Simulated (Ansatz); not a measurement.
# Pt3PbC (Pm-3m): phonons and vibrational spectra

How does Pt3PbC (Pm-3m) vibrate, and is this structure a minimum?

Main program and level: Ansatz 0.2.0; DFT PBEsol, scalar-relativistic, plane waves, PAW; PAW set soft_1.

This is a report of a sequence of runs, with most program output left out.

## Step 1: The structure

The structure is cubic, space group Pm-3m (No. 221). Conventional cell: a = 4.348 Å, b = 4.348 Å, c = 4.348 Å, α = 90.00°, β = 90.00°, γ = 90.00°. Nearest to Pt lie 2 C at 2.17 Å and 4 Pb at 3.07 Å and 8 Pt at 3.07 Å. Pb has 12 Pt at 3.07 Å nearest. Nearest to C lie 6 Pt at 2.17 Å. Farther neighbours are not listed.

## Step 2: Bringing the structure to rest

Harmonic phonons are second derivatives at a point where the forces vanish, and they are wanted at zero stress, so atoms and cell are relaxed first.

Input file input.yaml:

```yaml
crystal:
  lattice:
    - [4.348043, 0.0, 0.0]
    - [0.0, 4.348043, 0.0]
    - [0.0, 0.0, 4.348043]
  atoms:
    - { symbol: Pt, position: [0.0, 0.5, 0.5] }
    - { symbol: Pt, position: [0.5, 0.5, 0.0] }
    - { symbol: Pt, position: [0.5, 0.0, 0.5] }
    - { symbol: Pb, position: [0.0, 0.0, 0.0] }
    - { symbol: C, position: [0.5, 0.5, 0.5] }
kpoints:
  mp_grid: { grid: [8, 8, 8] }
hamiltonian:
  xc: pbesol
  pseudopotentials: { kind: paw, azcp: { folder: soft_1 }, xc_functional: pbe }
scf:
  occupations: { method: gaussian, width: 0.1 }
output:
  forces: true
  stress: true
  eigenvalues: true
relax:
  adjacent_minimum: "off"
  f_tol: 0.005
  max_steps: 80
  cell: { stress_tol: 0.05 }
```

The run is started by

```sh
> ansatz run input.yaml --threads 4 --pin off --max-ram 10240MiB --backend cpu --events-out ev --progress --plain --runs-dir out
```

Run time: 11 s. Hardware: 4 threads of Arm Neoverse V2, shared host; peak memory 0.46 GiB.

Step by step:

| step | energy less that of the first step (eV) | largest force component (eV/Å) | pressure (GPa) | volume (Å³) |
| --- | --- | --- | --- | --- |
| 1 | 0.0000 | 0.0000 | -7.88 | 82.20 |
| 2 | -0.0246 | 0.0000 | 8.25 | 75.44 |
| 3 | -0.0972 | 0.0000 | -0.66 | 78.75 |
| 4 | -0.0980 | 0.0000 | -0.05 | 78.50 |
| 5* | -0.0959 | 0.0000 | -0.06 | 78.50 |
| 6 | -0.0960 | 0.0000 | 0.00 | 78.47 |
| 7* | -0.0959 | 0.0000 | 0.00 | 78.47 |

Relaxation steps marked * repeat the geometry before them on a plane-wave basis chosen anew for their cell, so energy and pressure can jump there.

The run keeps the 48 symmetry operations that it works with, so distortions that break them were not tested.

| conventional cell, symmetrised | before | after | change |
| --- | --- | --- | --- |
| a (Å) | 4.348 | 4.281 | -1.5 % |
| b (Å) | 4.348 | 4.281 | -1.5 % |
| c (Å) | 4.348 | 4.281 | -1.5 % |
| volume (Å³/atom) | 16.44 | 15.69 | -4.5 % |

The relaxed structure:

```xyz
5
Lattice="4.2813 0.0000 0.0000 0.0000 4.2813 0.0000 0.0000 0.0000 4.2813" Properties=species:S:1:pos:R:3 pbc="T T T"
Pt    0.0000    2.1406    2.1406
Pt    2.1406    2.1406    0.0000
Pt    2.1406    0.0000    2.1406
Pb    0.0000    0.0000    0.0000
C     2.1406    2.1406    2.1406
```

This step gave:

- pressure: 3.23e-4 GPa
- volume per atom: 15.69 Å³
- gap on the k-mesh: 0 eV

In this step the volume went from 16.44 to 15.69 Å³/atom.

## Step 3: Tight relaxation

Phonons need a cell at rest on their own settings, so the relaxation is repeated with tight tolerances on forces and stress, using the mesh and the filling of the phonon run that follows.

input.yaml, the sections that differ from step 2:

```yaml
crystal:
  lattice:
    - [4.2812925343, 0.0, 0.0]
    - [0.0, 4.2812925343, 0.0]
    - [0.0, 0.0, 4.2812925343]
  atoms:
    - { symbol: Pt, position: [0.0, 0.5, 0.5] }
    - { symbol: Pt, position: [0.5, 0.5, 0.0] }
    - { symbol: Pt, position: [0.5, 0.0, 0.5] }
    - { symbol: Pb, position: [0.0, 0.0, 0.0] }
    - { symbol: C, position: [0.5, 0.5, 0.5] }
scf:
  occupations: { method: methfessel_paxton, width: 0.2 }
relax:
  adjacent_minimum: "off"
  f_tol: 0.001
  max_steps: 60
  cell: { stress_tol: 0.01 }
# kpoints, hamiltonian, output: as in step 2
```

Run time: 5.6 s. Hardware: 4 threads; peak memory 0.45 GiB; 21 s of CPU time.

Little changed from the start: no atom moved by 0.005 Å and no cell edge by 0.1 %.

Numbers from this step:

```yaml
pressure: -1.10e-4 GPa
```

The forces vanish by symmetry and the pressure is 0.000 GPa, within the tolerances set. The cell now holds 15.69 Å³/atom.

## Step 4: Linear response at the zone centre

The zone centre comes first: it holds the modes that light can see, as far as symmetry allows. No field response is asked, since the mesh shows no gap.

input.yaml, the sections that differ from step 3:

```yaml
crystal:
  lattice:
    - [4.2811329647, 0.0, 0.0]
    - [0.0, 4.2811329647, 0.0]
    - [0.0, 0.0, 4.2811329647]
  atoms:
    - { symbol: Pt, position: [0.0, 0.5, 0.5] }
    - { symbol: Pt, position: [0.5, 0.5, 0.0] }
    - { symbol: Pt, position: [0.5, 0.0, 0.5] }
    - { symbol: Pb, position: [0.0, 0.0, 0.0] }
    - { symbol: C, position: [0.5, 0.5, 0.5] }
output:
  eigenvalues: true
phonons:
  method: dfpt
# kpoints, hamiltonian, scf: as in step 3
# relax: removed
```

Run time: 49 s. Hardware: 4 threads; peak memory 1.4 GiB; 3.1 min of CPU time.

Numbers from this step:

```
sum-rule residual before enforcement                    : 9.70e-5 eV/Å²
point group                                             : m-3m
highest optical mode at the zone centre (no LO-TO term) : 225.1 cm⁻¹
lowest optical zone-centre mode                         : -122.0 cm⁻¹
```

Patterns of degenerate modes are one choice out of their space. Modes at Γ, with each element's share of the kinetic energy (negative means imaginary):

| mode | frequency (cm⁻¹) | symmetry | Pt % | Pb % | C % |
| --- | --- | --- | --- | --- | --- |
| 1 | -122.0 | T1u | 62 | 0 | 38 |
| 2 | -122.0 | T1u | 62 | 0 | 38 |
| 3 | -122.0 | T1u | 62 | 0 | 38 |
| 4 | 0.0 | acoustic | 73 | 26 | 1 |
| 5 | 0.0 | acoustic | 73 | 26 | 1 |
| 6 | 0.0 | acoustic | 73 | 26 | 1 |
| 7 | 44.3 | T2u | 100 | 0 | 0 |
| 8 | 44.3 | T2u | 100 | 0 | 0 |
| 9 | 44.3 | T2u | 100 | 0 | 0 |
| 10 | 87.2 | T1u | 27 | 73 | 0 |
| 11 | 87.2 | T1u | 27 | 73 | 0 |
| 12 | 87.2 | T1u | 27 | 73 | 0 |
| 13 | 225.1 | T1u | 39 | 1 | 60 |
| 14 | 225.1 | T1u | 39 | 1 | 60 |
| 15 | 225.1 | T1u | 39 | 1 | 60 |

Displacements in mode 3 (-122.0 cm⁻¹), the largest set to 1:
```
Pt1  0.00 -0.07 -0.14
Pt2  0.00 -0.07  0.24
Pt3  0.00  0.11 -0.14
Pb4  0.00 -0.01 -0.01
C5   0.00  0.47  1.00
```

Displacements in mode 9 (44.3 cm⁻¹), the largest set to 1:
```
Pt1  0.00  0.03  1.00
Pt2 -0.08 -0.03  0.00
Pt3  0.08  0.00 -1.00
Pb4  0.00  0.00  0.00
C5   0.00  0.00  0.00
```

Before it was imposed, the acoustic sum rule was missed by 9.7e-5 eV/Å². Small misses are needed for a sound result but don't prove that mesh and cutoff are converged. The lowest optical mode is imaginary, 122.0i cm⁻¹, so the energy falls along it.

## Step 5: Response at finite wavevector

Stability and thermal properties need the whole zone. Linear response on a 4×4×4 q mesh gives force constants as far as a supercell of that size would.

Changes to input.yaml since step 4:

```diff
@@ -22 +22,8 @@
   method: dfpt
+  qmesh: [4, 4, 4]
+  temperatures: { t_max: 1000, t_step: 50 }
+  qpath:
+    path:
+      - [[0.0, 0.0, 0.0], [0.0, 0.5, 0.0], [0.5, 0.5, 0.0], [0.0, 0.0, 0.0], [0.5, 0.5, 0.5], [0.0, 0.5, 0.0]]
+      - [[0.5, 0.5, 0.5], [0.5, 0.5, 0.0]]
+    npoints: 10
```

It took 21 min on 4 threads; peak memory 3.7 GiB.

Numbers from this step:

```
sum-rule residual before enforcement                    : 9.72e-5 eV/Å²
lowest frequency on the path                            : -127.4 cm⁻¹
highest frequency on the path or at a solved wavevector : 539.5 cm⁻¹
lowest mode on the q mesh (acoustic modes at Γ apart)   : -126.1 cm⁻¹
```

Frequencies (cm⁻¹) solved at each irreducible wavevector; negative means imaginary. Frequencies by wavevector, by row:

| q in reciprocal lattice units | star | mode 1 | mode 2 | mode 3 | mode 4 | mode 13 | mode 14 | mode 15 |
| --- | --- | --- | --- | --- | --- | --- | --- | --- |
| 0 0 0 | 1 | -122 | -122 | -122 | 0 | 225.1 | 225.1 | 225.1 |
| 0 0 0.25 | 6 | -126.1 | -126.1 | -36.8 | -36.8 | 218.5 | 218.5 | 419 |
| 0 0 -0.5 | 3 | -93 | -93 | -77.2 | -77.2 | 212.8 | 212.8 | 520 |
| 0 0.25 0.25 | 12 | -118.5 | -70.9 | -52.3 | -31.7 | 215.1 | 406.6 | 422.9 |
| 0 0.25 -0.5 | 12 | -95.1 | -89.4 | -70.5 | -58.3 | 208.9 | 413.5 | 520.5 |
| 0 -0.5 -0.5 | 3 | -100.6 | -64.6 | -63.4 | -63.4 | 190.1 | 522.5 | 522.5 |
| 0.25 0.25 0.25 | 8 | -65.8 | -65.8 | -64.4 | -39.1 | 397.9 | 421.8 | 421.8 |
| 0.25 0.25 -0.5 | 12 | -72.8 | -64.2 | -56.8 | -26 | 407.9 | 421.8 | 520.5 |
| 0.25 -0.5 -0.5 | 6 | -68.6 | -63.2 | -63.2 | -20 | 413.7 | 527.1 | 527.1 |
| -0.5 -0.5 -0.5 | 1 | -68.8 | -68.8 | -68.8 | 22.2 | 539.5 | 539.5 | 539.5 |

Interpolated from a 4×4×4 q mesh. Phonon branches along the path, in cm⁻¹:

| point | branch 1 | branch 2 | branch 3 | branch 4 | branch 12 | branch 13 | branch 14 | branch 15 |
| --- | --- | --- | --- | --- | --- | --- | --- | --- |
| Γ | -122 | -122 | -122 | 0 | 87 | 225 | 225 | 225 |
| halfway | -126 | -126 | -37 | -37 | 94 | 218 | 218 | 419 |
| X | -93 | -93 | -77 | -77 | 104 | 213 | 213 | 520 |
| halfway | -95 | -89 | -70 | -58 | 116 | 209 | 414 | 520 |
| M | -101 | -65 | -63 | -63 | 123 | 190 | 522 | 522 |
| halfway | -118 | -71 | -52 | -32 | 102 | 215 | 407 | 423 |
| Γ | -122 | -122 | -122 | 0 | 87 | 225 | 225 | 225 |
| halfway | -66 | -66 | -64 | -39 | 118 | 398 | 422 | 422 |
| R | -69 | -69 | -69 | 22 | 158 | 540 | 540 | 540 |
| halfway | -73 | -64 | -57 | -26 | 133 | 408 | 422 | 520 |
| X | -93 | -93 | -77 | -77 | 104 | 213 | 213 | 520 |
| jump to R | -69 | -69 | -69 | 22 | 158 | 540 | 540 | 540 |
| halfway | -69 | -63 | -63 | -20 | 146 | 414 | 527 | 527 |
| M | -101 | -65 | -63 | -63 | 123 | 190 | 522 | 522 |

Tetrahedra on a 16×16×16 mesh, mean over bins of 10 cm-1. Interpolated from a 4×4×4 q mesh. The phonon density of states by wavenumber; read off at these points:

wavenumber (cm⁻¹), phonon density of states (1/cm⁻¹/cell) and a bar:
```
     -125      0.004 #
     -105      0.013 ##
      -75      0.057 ###########
      -65      0.104 ####################
      -55      0.067 #############
      -35      0.051 ##########
       -5      0.020 ####
       15      0.022 ####
       35      0.065 ############
       45      0.094 ##################
       55      0.062 ############
       85      0.149 ############################
       95      0.158 ##############################
      105      0.018 ####
      125      0.020 ####
      155      0.004 #
      175      0.000 
      195      0.000 
      225      0.017 ###
      245      0.007 #
      265      0.007 #
      295      0.006 #
      315      0.005 #
      335      0.005 #
      365      0.006 #
      385      0.006 #
      405      0.006 #
      425      0.007 #
      455      0.008 #
      475      0.011 ##
      495      0.014 ###
      515      0.034 #######
      525      0.015 ###
      545      0.000
```

The partial phonon density of states has structure finer than the step of the table below, so its rows give means over 25 cm⁻¹, whole bins alone (the curve runs from -137 to 562 cm⁻¹). Peaks (cm⁻¹: height): C -101.7: 0.00423, 241.1: 0.0207, 315.9: 0.0256, 395.0: 0.0264, 460.9: 0.03, 500.5: 0.0309, 518.1: 0.0300; Pb 91.7: 0.134; Pt -62.2: 0.0890, 47.7: 0.0986, 91.7: 0.0281.

Phonopy on the run's constants, 13x13x13 mesh, Gaussian sigma 5.0 cm-1. Interpolated from a 4×4×4 q mesh. Table of partial phonon density of states by wavenumber; means over each step; values in 1/cm⁻¹/cell:

| wavenumber (cm⁻¹) | C | Pb | Pt |
| --- | --- | --- | --- |
| -100 | 0.00315 | 3.2e-4 | 0.0174 |
| -75 | 0.00145 | 0.00445 | 0.0568 |
| -50 | 7.3e-4 | 0.00484 | 0.0642 |
| -25 | 5.4e-4 | 0.00181 | 0.0346 |
| 0 | 1.9e-4 | 0.00111 | 0.0145 |
| 25 | 4.5e-4 | 0.00133 | 0.0389 |
| 50 | 8.0e-4 | 9.2e-4 | 0.0669 |
| 75 | 1.9e-4 | 0.0342 | 0.0111 |
| 100 | 3.2e-4 | 0.0692 | 0.0214 |
| 125 | 1.3e-4 | 0.00166 | 0.0162 |
| 150 | 2.1e-5 | 4.0e-5 | 0.00554 |
| 175 | 5.1e-5 | 0 | 1.2e-4 |
| 200 | 0.00270 | 6.5e-6 | 0.00120 |
| 225 | 0.00720 | 3.7e-5 | 0.00271 |
| 250 | 0.0106 | 4.7e-5 | 0.00308 |
| 275 | 2.7e-5 | 0 | 8.8e-6 |
| 300 | 0.00569 | 1.0e-5 | 4.6e-4 |
| 325 | 0.0113 | 1.9e-5 | 9.5e-4 |
| 350 | 1.9e-5 | 0 | 1.4e-6 |
| 375 | 0.00195 | 1.7e-6 | 6.1e-5 |
| 400 | 0.0158 | 1.6e-5 | 4.5e-4 |
| 425 | 2.2e-4 | 0 | 6.6e-6 |
| 450 | 0.0109 | 8.3e-6 | 1.3e-4 |
| 475 | 0.00749 | 5.8e-6 | 8.3e-5 |
| 500 | 0.0189 | 1.1e-5 | 9.7e-5 |
| 525 | 0.0173 | 1.0e-5 | 4.5e-5 |

Symmetry leaves 10 wavevectors to solve. The lowest mode among them, the acoustic zeros apart, lies at q = (0, 0, 0.25) and is imaginary, 126.1i cm⁻¹, so the energy falls along it.

## Step 6: Isotope substitution, element C, natural mass 12.011 amu

An isotope changes the mass and not the force constants, so no new electronic calculation is needed; the shifts show which modes move this element.

The same force constants with the mass of C changed from 12.011 to 13.003 u (phonopy, no LO-TO term). Both lists are sorted by frequency; levels can cross, so a row need not hold one and the same mode. Modes under 3 cm⁻¹ are left out. Isotope shifts, by row, the first 40 of 57 rows:

| q | rank | natural mass (cm⁻¹) | changed mass (cm⁻¹) |
| --- | --- | --- | --- |
| 0 0 0 | 1 | -122 | -120.2 |
| 0 0 0 | 2 | -122 | -120.2 |
| 0 0 0 | 3 | -122 | -120.2 |
| 0 0 0 | 7 | 44.28 | 44.28 |
| 0 0 0 | 8 | 44.28 | 44.28 |
| 0 0 0 | 9 | 44.28 | 44.28 |
| 0 0 0 | 10 | 87.16 | 87.15 |
| 0 0 0 | 11 | 87.16 | 87.15 |
| 0 0 0 | 12 | 87.16 | 87.15 |
| 0 0 0 | 13 | 225.1 | 219.8 |
| 0 0 0 | 14 | 225.1 | 219.8 |
| 0 0 0 | 15 | 225.1 | 219.8 |
| 0 0 0.25 | 1 | -126.1 | -124.4 |
| 0 0 0.25 | 2 | -126.1 | -124.4 |
| 0 0 0.25 | 3 | -36.82 | -36.78 |
| 0 0 0.25 | 4 | -36.82 | -36.78 |
| 0 0 0.25 | 5 | -31.94 | -31.93 |
| 0 0 0.25 | 6 | -31.03 | -31.03 |
| 0 0 0.25 | 7 | 36.79 | 36.78 |
| 0 0 0.25 | 8 | 36.79 | 36.78 |
| 0 0 0.25 | 9 | 77.78 | 77.74 |
| 0 0 0.25 | 10 | 86.31 | 86.31 |
| 0 0 0.25 | 11 | 86.31 | 86.31 |
| 0 0 0.25 | 12 | 93.54 | 93.52 |
| 0 0 0.25 | 13 | 218.5 | 213.2 |
| 0 0 0.25 | 14 | 218.5 | 213.2 |
| 0 0 0.25 | 15 | 419 | 403.2 |
| 0 0 -0.5 | 1 | -93.01 | -91.81 |
| 0 0 -0.5 | 2 | -93.01 | -91.81 |
| 0 0 -0.5 | 3 | -77.15 | -77.15 |
| 0 0 -0.5 | 4 | -77.15 | -77.15 |
| 0 0 -0.5 | 5 | -46.6 | -46.6 |
| 0 0 -0.5 | 6 | 21.03 | 21.03 |
| 0 0 -0.5 | 7 | 46.15 | 46.13 |
| 0 0 -0.5 | 8 | 46.15 | 46.13 |
| 0 0 -0.5 | 9 | 84.73 | 84.73 |
| 0 0 -0.5 | 10 | 85.3 | 85.3 |
| 0 0 -0.5 | 11 | 85.3 | 85.3 |
| 0 0 -0.5 | 12 | 104 | 104 |
| 0 0 -0.5 | 13 | 212.8 | 207.3 |

A mode of this element alone would shift by -3.89 %. The highest zone-centre frequency without the field goes from 225.1 to 219.8 cm⁻¹ (-2.3 %).

## Step 7: Another isotope, element Pb, natural mass 207.2 amu

The same for Pb, from 207.20 to 203.97 u.

A mode of this element alone would shift by +0.79 %. The highest zone-centre frequency without the field goes from 225.1 to 225.1 cm⁻¹ (+0.0 %).

## Step 8: Outcome

| Property | Result |
| --- | --- |
| space group after relaxation (within 0.01 Å) | Pm-3m |
| volume per atom | 15.7 Å³ |
| electronic character | no gap on this mesh |
| highest optical mode at the zone centre (no LO-TO term) | 225 cm⁻¹ |
| lowest optical zone-centre mode | -122 cm⁻¹ |
| lowest mode on the q mesh (acoustic modes at Γ apart) | -126 cm⁻¹ |
| highest frequency on the path or at a solved wavevector | 540 cm⁻¹ |
| imaginary modes on the 4×4×4 q mesh | yes |

What this shows: Modes are clearly imaginary (beyond 10i cm⁻¹) at 10 of the 10 irreducible wavevectors, most at q = (0, 0, 0.25) (126.1i cm⁻¹), so this structure is not a minimum of the energy. The optical modes at Γ span -122 to 225 cm⁻¹ (negative means imaginary). With no gap, or one that is small against the smearing, the frequencies hang on the k mesh and the smearing, most of all near Kohn anomalies. Spin-orbit coupling is left out, which can matter for the heavy elements here. The PAW files were made for PBE and serve the other functionals too. A phonon run warned that its eigensolver left some bands unconverged in a pass. These are harmonic frequencies at zero temperature: anharmonic shifts, linewidths and thermal expansion are left out.

[Logs are printed without paths, hosts, clocks, repeated set-up lines and the standing remarks that a program may print on its own settings, such as how far it seeks lower states.]

[Hosts, paths, dates, database ids (printed as entryN), source tags and the programs' standing remarks are cut or masked in the printed files.]
